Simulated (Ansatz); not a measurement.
Rows from a G0W0 calculation on Bi2Se3 (R-3m) (Ansatz 0.2.0; G0W0 on PBE with a share 0.3 of screened exact exchange (omega 0.2078 1/A), plane waves, PAW; PAW set soft_1; 4×4×4 mesh, 633 empty bands, screening to 150 eV, PAW set soft_1 files), in eV. Spin-orbit coupling is left out.

```csv
row,k,band,start,Σx,Σc at the solution,Vxc
A,Γ,c2,9.518,-9.598,-3.368,-12.878
B,Γ,v1,7.274,-16.494,0.645,-15.705
C,Γ,v2,6.080,-17.007,1.579,-15.354
D,Γ,c1,8.279,-9.196,-3.232,-12.300
```

Question: Work out each quasiparticle level and how far it moved.

The quasiparticle equation reads E = start + Σx + Σc(E) − Vxc.

```csv
row,E (eV),shift (eV)
A,9.430,−0.088
B,7.131,−0.144
C,6.006,−0.074
D,8.152,−0.128
```

The gap over the computed points goes from 1.00 eV to 1.02 eV.

Limits: not at the basis limit; no spin-orbit coupling.

[Paths, hosts, dates, memory and timing lines, banners, echoed tables and standing remarks are left out of the program output.]

[Logs are printed without paths, hosts, clocks, repeated set-up lines and the standing remarks that a program may print on its own settings, such as how far it seeks lower states.]

[Runs of the session that timed out or met a known fault of the program may be left out.]

[Cells called generated may have been cut or substituted from an entry of the Crystallography Open Database or the Materials Project.]

[Hosts, paths, dates, database ids (printed as entryN), source tags and the programs' standing remarks are cut or masked in the printed files.]
